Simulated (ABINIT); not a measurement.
# WS2 (Tungstenite): bands and cutoff in G0W0 with ABINIT

Wanted: a converged G0W0 gap of WS2 (Tungstenite), or an estimate of the limit.

Program: ABINIT 10.8.3. Level of theory: PBE and many-body steps on it, plane waves. Results are calculated unless marked as measured.

Report form: the programs' logs are mostly left out.

**1. The starting structure**

Symmetry: P6_3/mmc, No. 194, hexagonal system. The conventional cell has a = 3.153 Å, b = 3.153 Å, c = 12.323 Å, α = 90.00°, β = 90.00°, γ = 120.00°. Nearest to W lie 6 S at 2.40 Å. Nearest to S lie 3 W at 2.40 Å. Farther neighbours and most contacts between anions are not listed.

The cell and positions come from the Crystallography Open Database and are kept as given unless a step says otherwise. Spin-orbit coupling is left out unless a step names it.

**2. Empty states on the mesh, 3×3×1 mesh, 1100 bands**

This step: ABINIT 10.8.3; DFT, PBE, plane waves, norm-conserving pseudopotentials.

The sums over transitions need many empty states on a uniform mesh; this step solves for them.

run.abi

```
acell 3*1.0 Angstrom
rprim 
  3.153199999992 0.000000000002 0.000000000000
  -1.576599999998 2.730751303206 0.000000000000
  0.000000000000 0.000000000000 12.323000000000
ntypat 2
znucl 74 16
natom 6
typat 1 1 2 2 2 2
xred 
  0.333333333333 0.666666666667 0.250000000000
  0.666666666667 0.333333333333 0.750000000000
  0.333333333333 0.666666666667 0.622500000000
  0.666666666667 0.333333333333 0.122500000000
  0.333333333333 0.666666666667 0.877500000000
  0.666666666667 0.333333333333 0.377500000000
pp_dirpath "pseudos"
pseudos "W.upf, S.upf"
ecut 31
ngkpt 3 3 1
nshiftk 1
shiftk 0 0 0
kptopt 1
chksymbreak 0
iscf -2
irdden 1
istwfk *1
nband 1100
nbdbuf 100
tolwfr 1e-09
nstep 60
prtvol 0
indata_prefix "in"
outdata_prefix "out"
tmpdata_prefix "tmp"
```

Run with:

```console
$ OMP_NUM_THREADS=1 mpirun -n 3 abinit run.abi > log
```

It took 21 min on 3 MPI ranks of Arm Neoverse V1, shared host; peak memory 0.8 GiB; 63 min of CPU time.

Numbers from this step:

```
gap                                                           : 1.305 eV
k of the valence top                                          : 0, 0, 0
k of the conduction bottom                                    : 0.3333, 0.3333, 0
least direct gap                                              : 1.837 eV
k points computed                                             : 3
lowest point of the top converged band, above the valence top : 235.5393 eV
```

On this mesh the gap is 1.305 eV.

The density comes from a self-consistent run that is not shown.

**3. Screening, 3×3×1 mesh, 219 bands, screening to 127.6 eV**

The RPA dielectric matrix is built and inverted for each q.

This step: RPA screening on PBE, plane waves, norm-conserving pseudopotentials.

run.abi, as its differences from that of step 2:

```diff
@@ -24,10 +24,11 @@
 chksymbreak 0
-iscf -2
-irdden 1
 istwfk *1
-nband 1100
-nbdbuf 100
-tolwfr 1e-09
-nstep 60
-prtvol 0
+occopt 1
+irdwfk 1
+optdriver 3
+nband 219
+ecuteps 4.69
+inclvkb 2
+awtr 1
+symchi 1
 indata_prefix "in"
```

Run with:

```console
$ OMP_NUM_THREADS=1 mpirun -n 4 abinit run.abi > log
```

The job ended after 43 s (4 MPI ranks; peak memory 1.1 GiB).

Numbers from this step:

* ε∞ with local fields, on this mesh, along the program's q direction: 17.44
* the same without local fields: 19.49
* plasma frequency: 25.99 eV
* plane waves in the screening matrix: 329

Local fields lower ε∞ by 10 %. On a Γ-centred mesh this coarse the value itself is usually too large, while a short band sum pulls it down.

**4. 219 bands, 127.6 eV**

The self-energy is evaluated for the states that the input lists, and the levels follow from it, in one-shot runs by the linearised quasiparticle equation.

This step: G0W0 on PBE, plane waves, norm-conserving pseudopotentials.

run.abi, as its differences from that of step 3:

```diff
@@ -27,8 +27,17 @@
 irdwfk 1
-optdriver 3
+optdriver 4
 nband 219
+gwcalctyp 0
+ecutsigx 31
+symsigma 1
+nkptgw 2
+kptgw 
+  0.0000000000 0.0000000000 0.0000000000
+  0.3333333333 0.3333333333 0.0000000000
+bdgw 
+  25 28
+  25 28
 ecuteps 4.69
-inclvkb 2
-awtr 1
-symchi 1
+irdscr 1
+ppmodel 1
 indata_prefix "in"
```

Wall time 13 s (4 MPI ranks); peak memory 0.86 GiB; 51 s of CPU time.

Numbers from this step:

* G0W0 gap on the points computed: 1.973 eV
* starting gap on the mesh: 1.305 eV
* k of the valence top: 0, 0, 0
* k of the conduction bottom: 0.3333, 0.3333, 0
* Z at the valence top: 0.783
* Z at the conduction bottom: 0.785
* least direct G0W0 gap on the computed points: 2.539 eV

The gap on the mesh goes from 1.31 eV to 1.97 eV, a correction of +0.67 eV.

**5. Screening, 3×3×1 mesh, 320 bands, screening to 169 eV**

This step: RPA screening on PBE, plane waves, norm-conserving pseudopotentials.

run.abi, as its differences from that of step 4:

```diff
@@ -27,17 +27,8 @@
 irdwfk 1
-optdriver 4
-nband 219
-gwcalctyp 0
-ecutsigx 31
-symsigma 1
-nkptgw 2
-kptgw 
-  0.0000000000 0.0000000000 0.0000000000
-  0.3333333333 0.3333333333 0.0000000000
-bdgw 
-  25 28
-  25 28
-ecuteps 4.69
-irdscr 1
-ppmodel 1
+optdriver 3
+nband 320
+ecuteps 6.21
+inclvkb 2
+awtr 1
+symchi 1
 indata_prefix "in"
```

It took 74 s on 4 MPI ranks; peak memory 1.3 GiB; 4.9 min of CPU time.

Numbers from this step:

```yaml
eps_infinity_with_local_fields_on_this_mesh_along_the_program_s_q_direction: 17.36
the_same_without_local_fields: 19.49
plasma_frequency: 25.99 eV
plane_waves_in_the_screening_matrix: 549
```

**6. 320 bands, 169 eV**

This step: G0W0 on PBE, plane waves, norm-conserving pseudopotentials.

run.abi, as its differences from that of step 5:

```diff
@@ -27,8 +27,17 @@
 irdwfk 1
-optdriver 3
+optdriver 4
 nband 320
+gwcalctyp 0
+ecutsigx 31
+symsigma 1
+nkptgw 2
+kptgw 
+  0.0000000000 0.0000000000 0.0000000000
+  0.3333333333 0.3333333333 0.0000000000
+bdgw 
+  25 28
+  25 28
 ecuteps 6.21
-inclvkb 2
-awtr 1
-symchi 1
+irdscr 1
+ppmodel 1
 indata_prefix "in"
```

It took 36 s on 4 MPI ranks; peak memory 1.2 GiB; 2.4 min of CPU time.

This step gave:

```yaml
g0w0_gap_on_the_points_computed: 1.974 eV
starting_gap_on_the_mesh: 1.305 eV
k_of_the_valence_top: 0, 0, 0
k_of_the_conduction_bottom: 0.3333, 0.3333, 0
z_at_the_valence_top: 0.781
z_at_the_conduction_bottom: 0.782
least_direct_g0w0_gap_on_the_computed_points: 2.528 eV
```

Against G0W0 in ABINIT (3×3×1 mesh, 219 bands, screening to 127.6 eV, Godby-Needs plasmon pole), the gap moves by +0.001 eV.

**7. Screening, 3×3×1 mesh, 479 bands, screening to 225.3 eV**

This step: RPA screening on PBE, plane waves, norm-conserving pseudopotentials.

run.abi, as its differences from that of step 6:

```diff
@@ -27,17 +27,8 @@
 irdwfk 1
-optdriver 4
-nband 320
-gwcalctyp 0
-ecutsigx 31
-symsigma 1
-nkptgw 2
-kptgw 
-  0.0000000000 0.0000000000 0.0000000000
-  0.3333333333 0.3333333333 0.0000000000
-bdgw 
-  25 28
-  25 28
-ecuteps 6.21
-irdscr 1
-ppmodel 1
+optdriver 3
+nband 479
+ecuteps 8.28
+inclvkb 2
+awtr 1
+symchi 1
 indata_prefix "in"
```

Elapsed: 2.5 min, on 4 MPI ranks; peak memory 1.7 GiB.

Numbers from this step:

* ε∞ with local fields, on this mesh, along the program's q direction: 17.31
* the same without local fields: 19.49
* plasma frequency: 25.99 eV
* plane waves in the screening matrix: 811

**8. 479 bands, 225.3 eV**

This step: G0W0 on PBE, plane waves, norm-conserving pseudopotentials.

run.abi, as its differences from that of step 7:

```diff
@@ -27,8 +27,17 @@
 irdwfk 1
-optdriver 3
+optdriver 4
 nband 479
+gwcalctyp 0
+ecutsigx 31
+symsigma 1
+nkptgw 2
+kptgw 
+  0.0000000000 0.0000000000 0.0000000000
+  0.3333333333 0.3333333333 0.0000000000
+bdgw 
+  25 28
+  25 28
 ecuteps 8.28
-inclvkb 2
-awtr 1
-symchi 1
+irdscr 1
+ppmodel 1
 indata_prefix "in"
```

Wall time 1.8 min (4 MPI ranks); peak memory 1.8 GiB; 7 min of CPU time.

This step gave:

```yaml
g0w0_gap_on_the_points_computed: 1.963 eV
starting_gap_on_the_mesh: 1.305 eV
k_of_the_valence_top: 0, 0, 0
k_of_the_conduction_bottom: 0.3333, 0.3333, 0
least_direct_g0w0_gap_on_the_computed_points: 2.512 eV
```

Against G0W0 in ABINIT (3×3×1 mesh, 320 bands, screening to 169 eV, Godby-Needs plasmon pole), the gap moves by −0.011 eV.

**9. Screening, 3×3×1 mesh, 697 bands, screening to 292.8 eV**

This step: RPA screening on PBE, plane waves, norm-conserving pseudopotentials.

run.abi, as its differences from that of step 8:

```diff
@@ -27,17 +27,8 @@
 irdwfk 1
-optdriver 4
-nband 479
-gwcalctyp 0
-ecutsigx 31
-symsigma 1
-nkptgw 2
-kptgw 
-  0.0000000000 0.0000000000 0.0000000000
-  0.3333333333 0.3333333333 0.0000000000
-bdgw 
-  25 28
-  25 28
-ecuteps 8.28
-irdscr 1
-ppmodel 1
+optdriver 3
+nband 697
+ecuteps 10.76
+inclvkb 2
+awtr 1
+symchi 1
 indata_prefix "in"
```

Run time: 6.3 min. Hardware: 4 MPI ranks; peak memory 2.9 GiB; 25 min of CPU time.

Numbers from this step:

| Quantity | Value |
| --- | --- |
| ε∞ with local fields, on this mesh, along the program's q direction | 17.27 |
| the same without local fields | 19.49 |
| plasma frequency | 25.99 eV |
| plane waves in the screening matrix | 1241 |

**10. 697 bands, 292.8 eV**

This step: G0W0 on PBE, plane waves, norm-conserving pseudopotentials.

run.abi, as its differences from that of step 9:

```diff
@@ -27,8 +27,17 @@
 irdwfk 1
-optdriver 3
+optdriver 4
 nband 697
+gwcalctyp 0
+ecutsigx 31
+symsigma 1
+nkptgw 2
+kptgw 
+  0.0000000000 0.0000000000 0.0000000000
+  0.3333333333 0.3333333333 0.0000000000
+bdgw 
+  25 28
+  25 28
 ecuteps 10.76
-inclvkb 2
-awtr 1
-symchi 1
+irdscr 1
+ppmodel 1
 indata_prefix "in"
```

Run time: 5.9 min. Hardware: 4 MPI ranks; peak memory 3.6 GiB; 24 min of CPU time.

Numbers from this step:

* G0W0 gap on the points computed: 1.957 eV
* starting gap on the mesh: 1.305 eV
* k of the valence top: 0, 0, 0
* k of the conduction bottom: 0.3333, 0.3333, 0
* least direct G0W0 gap on the computed points: 2.501 eV

Against G0W0 in ABINIT (3×3×1 mesh, 479 bands, screening to 225.3 eV, Godby-Needs plasmon pole), the gap moves by −0.006 eV.

**11. Screening, 3×3×1 mesh, 1000 bands, screening to 375.5 eV**

This step: RPA screening on PBE, plane waves, norm-conserving pseudopotentials.

run.abi, as its differences from that of step 10:

```diff
@@ -27,17 +27,8 @@
 irdwfk 1
-optdriver 4
-nband 697
-gwcalctyp 0
-ecutsigx 31
-symsigma 1
-nkptgw 2
-kptgw 
-  0.0000000000 0.0000000000 0.0000000000
-  0.3333333333 0.3333333333 0.0000000000
-bdgw 
-  25 28
-  25 28
-ecuteps 10.76
-irdscr 1
-ppmodel 1
+optdriver 3
+nband 1000
+ecuteps 13.8
+inclvkb 2
+awtr 1
+symchi 1
 indata_prefix "in"
```

Elapsed: 14 min, on 4 MPI ranks; peak memory 4.1 GiB; 56 min of CPU time.

Numbers from this step:

```yaml
eps_infinity_with_local_fields_on_this_mesh_along_the_program_s_q_direction: 17.26
the_same_without_local_fields: 19.49
plasma_frequency: 25.99 eV
plane_waves_in_the_screening_matrix: 1695
```

**12. 1000 bands, 375.5 eV**

This step: G0W0 on PBE, plane waves, norm-conserving pseudopotentials.

run.abi, as its differences from that of step 11:

```diff
@@ -27,8 +27,17 @@
 irdwfk 1
-optdriver 3
+optdriver 4
 nband 1000
+gwcalctyp 0
+ecutsigx 31
+symsigma 1
+nkptgw 2
+kptgw 
+  0.0000000000 0.0000000000 0.0000000000
+  0.3333333333 0.3333333333 0.0000000000
+bdgw 
+  25 28
+  25 28
 ecuteps 13.8
-inclvkb 2
-awtr 1
-symchi 1
+irdscr 1
+ppmodel 1
 indata_prefix "in"
```

Run time: 15 min. Hardware: 4 MPI ranks; peak memory 5.6 GiB; 61 min of CPU time.

This step gave:

```yaml
g0w0_gap_on_the_points_computed: 1.950 eV
starting_gap_on_the_mesh: 1.305 eV
k_of_the_valence_top: 0, 0, 0
k_of_the_conduction_bottom: 0.3333, 0.3333, 0
least_direct_g0w0_gap_on_the_computed_points: 2.494 eV
```

Against G0W0 in ABINIT (3×3×1 mesh, 697 bands, screening to 292.8 eV, Godby-Needs plasmon pole), the gap moves by −0.007 eV.

**13. The runs together**

Times are wall times on 4 MPI ranks of Arm Neoverse V1, shared host, good to a factor of about two. A run's time includes the screening step that it read.

```
                 run   mesh  bands  screening cutoff (eV)  DFT gap (eV)  gap on the mesh (eV)  direct (eV)  ε∞ used     time
 219 bands, 127.6 eV  3×3×1    219                  127.6         1.305                 1.973        2.539    17.44     55 s
   320 bands, 169 eV  3×3×1    320                    169         1.305                 1.974        2.528    17.36  1.8 min
 479 bands, 225.3 eV  3×3×1    479                  225.3         1.305                 1.963        2.512    17.31  4.2 min
 697 bands, 292.8 eV  3×3×1    697                  292.8         1.305                 1.957        2.501    17.27   12 min
1000 bands, 375.5 eV  3×3×1   1000                  375.5         1.305                 1.950        2.494    17.26   29 min
```

**14. Outcome**

| Item | Value |
| --- | --- |
| 219 bands, 127.6 eV | 1.973 eV |
| 320 bands, 169 eV | 1.974 eV |
| 479 bands, 225.3 eV | 1.963 eV |
| 697 bands, 292.8 eV | 1.957 eV |
| 1000 bands, 375.5 eV | 1.950 eV |
| known limits | not at the basis limit; no spin-orbit coupling; coarse k mesh |

What this shows: From the first rung to the last the gap moves by −0.02 eV for 32 times the time. In the G0W0 runs levels were corrected at 2 k points alone, so a gap called «on the mesh» is the least over those, and an edge elsewhere would be missed. A denser mesh or path gives a starting gap of 0.98 eV: the GW mesh misses a band edge, so its gaps are not the fundamental one. The 3×3×1 mesh is coarse for this cell, which bears on the long-range parts of exchange and screening. The many-body steps are scalar-relativistic: spin-orbit coupling is not in them.

[Paths, hosts, dates, memory and timing lines, banners, echoed tables and standing remarks are left out of the program output.]

[Logs are printed without paths, hosts, clocks, repeated set-up lines and the standing remarks that a program may print on its own settings, such as how far it seeks lower states.]

[Runs of the session that timed out or met a known fault of the program may be left out.]

[Hosts, paths, dates, database ids (printed as entryN), source tags and the programs' standing remarks are cut or masked in the printed files.]

[G0W0 gaps are taken among the corrected bands and points alone; a level outside them can change the order at an edge.]

[Where Ansatz stands beside ABINIT at settings called matched, ABINIT's density can come from a denser mesh and the files from another edition; pairs whose starting gaps differed by over 0.03 eV were left out, so agreement reads better than it is.]
